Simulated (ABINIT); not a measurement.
# Cl (Cmce): G0W0 in ABINIT against the wavefunction cutoff in GW, part 2 of 2

Wanted: the cheapest wavefunction cutoff in GW that holds the gap of Cl (Cmce).

ABINIT 10.8.3; PBE and many-body steps on it, plane waves. Known limits of the many-body steps: not at the basis limit; coarse k mesh.

So far. Step 2 (Screening, 4×4×2 mesh, 101 bands, screening to 130.6 eV): Local fields lower ε∞ by 20 %. On a Γ-centred mesh this coarse the value itself is usually too large, while a short band sum pulls it down. Step 5 (12.5 Ha): The gap on the mesh goes from 2.47 eV to 5.66 eV, a correction of +3.19 eV.

## 6. Screening, 4×4×2 mesh, 101 bands, screening to 130.6 eV

This step: RPA screening on PBE, plane waves, norm-conserving pseudopotentials.

run.abi

```
acell 3*1.0 Angstrom
rprim 
  3.145000000000 -2.250000000000 0.000000000000
  3.145000000000 2.250000000000 0.000000000000
  0.000000000000 0.000000000000 8.210000000000
ntypat 1
znucl 17
natom 4
typat 1 1 1 1
xred 
  0.870000000000 0.130000000000 0.100000000000
  0.630000000000 0.370000000000 0.600000000000
  0.130000000000 0.870000000000 0.900000000000
  0.370000000000 0.630000000000 0.400000000000
pp_dirpath "pseudos"
pseudos "Cl.upf"
ecut 25
ngkpt 4 4 2
nshiftk 1
shiftk 0 0 0
kptopt 1
chksymbreak 0
istwfk *1
occopt 1
irdwfk 1
optdriver 3
nband 101
ecuteps 4.8
inclvkb 2
awtr 1
symchi 1
ecutwfn 18.8
indata_prefix "in"
outdata_prefix "out"
tmpdata_prefix "tmp"
```

Run with:

```bash
$ OMP_NUM_THREADS=1 mpirun -n 8 abinit run.abi > log
```

Output:

```text
.Version 10.8.3 of ABINIT. v10.8.2 released Aug 2026.

 Symmetries : space group Cm c a (# 64); Bravais oC (1-face-center ortho.)
[... echo of the input left out ...]
== DATASET  1 ==================================================================
-   mpi_nproc: 8, omp_nthreads: 1 (-1 if OMP is not activated)

--- !DatasetInfo
iteration_state: {dtset: 1, }
dimensions: {natom: 4, nkpt: 14, mband: 101, nsppol: 1, nspinor: 1, nspden: 1, mpw: 3088, }
cutoff_energies: {ecut:  18.8, pawecutdg:  -1.0, }
[...]
--------------------------------------------------------------------------------
[... chi0 elements left out ...]
 For q-point:  0.000010 0.000020 0.000030
  dielectric constant =   2.8086
  dielectric constant without local fields =   3.4590

  Average fulfillment of the sum rule on Im[epsilon] for q-point    1 :     65.84  [%]
[... wings left out ...]
  q-point number  2        q = ( 0.250000, 0.000000, 0.000000) [r.l.u.]
--------------------------------------------------------------------------------
[... chi0 elements left out ...]
  Average fulfillment of the sum rule on Im[epsilon] for q-point    2 :     71.01  [%]

 [... 12 further q-points ...]
```

The job ended after 45 s (8 MPI ranks of Arm Neoverse V2, shared host; peak memory 1.9 GiB).

Numbers from this step:

```yaml
eps_infinity_with_local_fields_on_this_mesh_along_the_program_s_q_direction: 2.809
the_same_without_local_fields: 3.459
plasma_frequency: 18.23 eV
plane_waves_in_the_screening_matrix: 403
```

## 7. 18.8 Ha

This step: G0W0 on PBE, plane waves, norm-conserving pseudopotentials.

run.abi, as its differences from that of step 6:

```diff
@@ -25,8 +25,17 @@
 irdwfk 1
-optdriver 3
+optdriver 4
 nband 101
+gwcalctyp 0
+ecutsigx 18.8
+symsigma 1
+nkptgw 2
+kptgw 
+  0.5000000000 0.5000000000 0.0000000000
+  0.0000000000 0.0000000000 0.0000000000
+bdgw 
+  13 16
+  13 16
 ecuteps 4.8
-inclvkb 2
-awtr 1
-symchi 1
+irdscr 1
+ppmodel 1
 ecutwfn 18.8
```

Output:

```text
.Version 10.8.3 of ABINIT. v10.8.2 released Aug 2026.

 Symmetries : space group Cm c a (# 64); Bravais oC (1-face-center ortho.)
[... echo of the input left out ...]
== DATASET  1 ==================================================================
-   mpi_nproc: 8, omp_nthreads: 1 (-1 if OMP is not activated)

--- !DatasetInfo
iteration_state: {dtset: 1, }
dimensions: {natom: 4, nkpt: 14, mband: 101, nsppol: 1, nspinor: 1, nspden: 1, mpw: 3088, }
cutoff_energies: {ecut:  18.8, pawecutdg:  -1.0, }
[...]
Band     E0 <VxcDFT>   SigX SigC(E0)      Z dSigC/dE  Sig(E)    E-E0       E
[...]
15   1.645 -13.976  -8.979  -2.758   0.795  -0.258 -12.196   1.781   3.426
       16   2.208 -14.623  -9.220  -2.918   0.787  -0.271 -12.667   1.955   4.163

== END DATASET(S) ==============================================================
================================================================================

 -outvars: echo values of variables after computation  --------
           etotal      0.0000000000E+00
            nband         101
             nkpt          14
          spgroup          64
 [... the other variables as echoed above ...]

 Calculation completed.
```

Run time: 12 s. Hardware: 8 MPI ranks; peak memory 2.3 GiB.

This step gave:

- G0W0 gap on the points computed: 5.661 eV
- starting gap on the mesh: 2.469 eV
- k of the valence top: 0.5, 0.5, 0
- k of the conduction bottom: 0, 0, 0
- least direct G0W0 gap on the computed points: 5.712 eV

Against the run before, the gap moves by +0.001 eV.

## 8. Screening, 4×4×2 mesh, 101 bands, screening to 130.6 eV

This step: RPA screening on PBE, plane waves, norm-conserving pseudopotentials.

run.abi, as its differences from that of step 7:

```diff
@@ -25,18 +25,8 @@
 irdwfk 1
-optdriver 4
+optdriver 3
 nband 101
-gwcalctyp 0
-ecutsigx 18.8
-symsigma 1
-nkptgw 2
-kptgw 
-  0.5000000000 0.5000000000 0.0000000000
-  0.0000000000 0.0000000000 0.0000000000
-bdgw 
-  13 16
-  13 16
 ecuteps 4.8
-irdscr 1
-ppmodel 1
-ecutwfn 18.8
+inclvkb 2
+awtr 1
+symchi 1
 indata_prefix "in"
```

Output:

```text
.Version 10.8.3 of ABINIT. v10.8.2 released Aug 2026.

 Symmetries : space group Cm c a (# 64); Bravais oC (1-face-center ortho.)
[... echo of the input left out ...]
== DATASET  1 ==================================================================
-   mpi_nproc: 8, omp_nthreads: 1 (-1 if OMP is not activated)

--- !DatasetInfo
iteration_state: {dtset: 1, }
dimensions: {natom: 4, nkpt: 14, mband: 101, nsppol: 1, nspinor: 1, nspden: 1, mpw: 4726, }
cutoff_energies: {ecut:  25.0, pawecutdg:  -1.0, }
[...]
--------------------------------------------------------------------------------
[... chi0 elements left out ...]
 For q-point:  0.000010 0.000020 0.000030
  dielectric constant =   2.8084
  dielectric constant without local fields =   3.4583

  Average fulfillment of the sum rule on Im[epsilon] for q-point    1 :     65.85  [%]
[... wings left out ...]
  q-point number  2        q = ( 0.250000, 0.000000, 0.000000) [r.l.u.]
--------------------------------------------------------------------------------
[... chi0 elements left out ...]
  Average fulfillment of the sum rule on Im[epsilon] for q-point    2 :     71.01  [%]

 [... 12 further q-points ...]
```

The job ended after 37 s (8 MPI ranks; peak memory 2.2 GiB; 4.9 min of CPU time).

This step gave:

| Property | Result |
| --- | --- |
| ε∞ with local fields, on this mesh, along the program's q direction | 2.808 |
| the same without local fields | 3.458 |
| plasma frequency | 18.23 eV |
| plane waves in the screening matrix | 403 |

## 9. 25 Ha

This step: G0W0 on PBE, plane waves, norm-conserving pseudopotentials.

run.abi, as its differences from that of step 8:

```diff
@@ -25,8 +25,17 @@
 irdwfk 1
-optdriver 3
+optdriver 4
 nband 101
+gwcalctyp 0
+ecutsigx 25
+symsigma 1
+nkptgw 2
+kptgw 
+  0.5000000000 0.5000000000 0.0000000000
+  0.0000000000 0.0000000000 0.0000000000
+bdgw 
+  13 16
+  13 16
 ecuteps 4.8
-inclvkb 2
-awtr 1
-symchi 1
+irdscr 1
+ppmodel 1
 indata_prefix "in"
```

Output:

```text
.Version 10.8.3 of ABINIT. v10.8.2 released Aug 2026.

 Symmetries : space group Cm c a (# 64); Bravais oC (1-face-center ortho.)
[... echo of the input left out ...]
== DATASET  1 ==================================================================
-   mpi_nproc: 8, omp_nthreads: 1 (-1 if OMP is not activated)

--- !DatasetInfo
iteration_state: {dtset: 1, }
dimensions: {natom: 4, nkpt: 14, mband: 101, nsppol: 1, nspinor: 1, nspden: 1, mpw: 4726, }
cutoff_energies: {ecut:  25.0, pawecutdg:  -1.0, }
[...]
Band     E0 <VxcDFT>   SigX SigC(E0)      Z dSigC/dE  Sig(E)    E-E0       E
[...]
15   1.645 -13.980  -8.981  -2.758   0.795  -0.258 -12.198   1.782   3.427
       16   2.208 -14.626  -9.222  -2.918   0.787  -0.271 -12.670   1.957   4.164

== END DATASET(S) ==============================================================
================================================================================

 -outvars: echo values of variables after computation  --------
           etotal      0.0000000000E+00
            nband         101
             nkpt          14
          spgroup          64
 [... the other variables as echoed above ...]

 Calculation completed.
```

Run time: 11 s. Hardware: 8 MPI ranks; peak memory 2.5 GiB; 86 s of CPU time.

This step gave:

| Quantity | Value |
| --- | --- |
| G0W0 gap on the points computed | 5.661 eV |
| starting gap on the mesh | 2.469 eV |
| k of the valence top | 0.5, 0.5, 0 |
| k of the conduction bottom | 0, 0, 0 |
| least direct G0W0 gap on the computed points | 5.713 eV |

Against the run before, the gap moves by +0.000 eV.

## 10. The runs together

Times are wall times on 8 MPI ranks of Arm Neoverse V2, shared host, good to a factor of about two. A run's time includes the screening step that it read.

| run | mesh | bands | screening cutoff (eV) | DFT gap (eV) | gap on the mesh (eV) | direct (eV) | ε∞ used | time |
| --- | --- | --- | --- | --- | --- | --- | --- | --- |
| 7.5 Ha | 4×4×2 | 101 | 130.6 | 2.469 | 5.659 | 5.710 | 2.85 | 32 s |
| 12.5 Ha | 4×4×2 | 101 | 130.6 | 2.469 | 5.660 | 5.712 | 2.81 | 35 s |
| 18.8 Ha | 4×4×2 | 101 | 130.6 | 2.469 | 5.661 | 5.712 | 2.81 | 57 s |
| 25 Ha | 4×4×2 | 101 | 130.6 | 2.469 | 5.661 | 5.713 | 2.81 | 48 s |

## 11. Results

* 7.5 Ha: 5.659 eV
* 12.5 Ha: 5.660 eV
* 18.8 Ha: 5.661 eV
* 25 Ha: 5.661 eV
* known limits: not at the basis limit; coarse k mesh

The setting moved: wavefunction cutoff in GW. From 7.5 Ha to 25 Ha the gap moves by +0.002 eV. It holds to 0.03 eV from 7.5 Ha on. Bands and screening cutoff are coupled, so a series along one setting does not show full convergence. The exchange cutoff follows the wavefunction cutoff here. Bands and cutoff are finite, so the gap is not at the basis limit. The miss can reach some tenths of an eV and take either sign; the mesh is an error of its own. In the G0W0 runs levels were corrected at 2 k points alone, so a gap called «on the mesh» is the least over those, and an edge elsewhere would be missed. The 4×4×2 mesh is coarse for this cell, which bears on the long-range parts of exchange and screening.

[Paths, hosts, dates, memory and timing lines, banners, echoed tables and standing remarks are left out of the program output.]

[Logs are printed without paths, hosts, clocks, repeated set-up lines and the standing remarks that a program may print on its own settings, such as how far it seeks lower states.]

[Runs of the session that timed out or met a known fault of the program may be left out.]

[Hosts, paths, dates, database ids (printed as entryN), source tags and the programs' standing remarks are cut or masked in the printed files.]

[G0W0 gaps are taken among the corrected bands and points alone; a level outside them can change the order at an edge.]

[Where Ansatz stands beside ABINIT at settings called matched, ABINIT's density can come from a denser mesh and the files from another edition; pairs whose starting gaps differed by over 0.03 eV were left out, so agreement reads better than it is.]
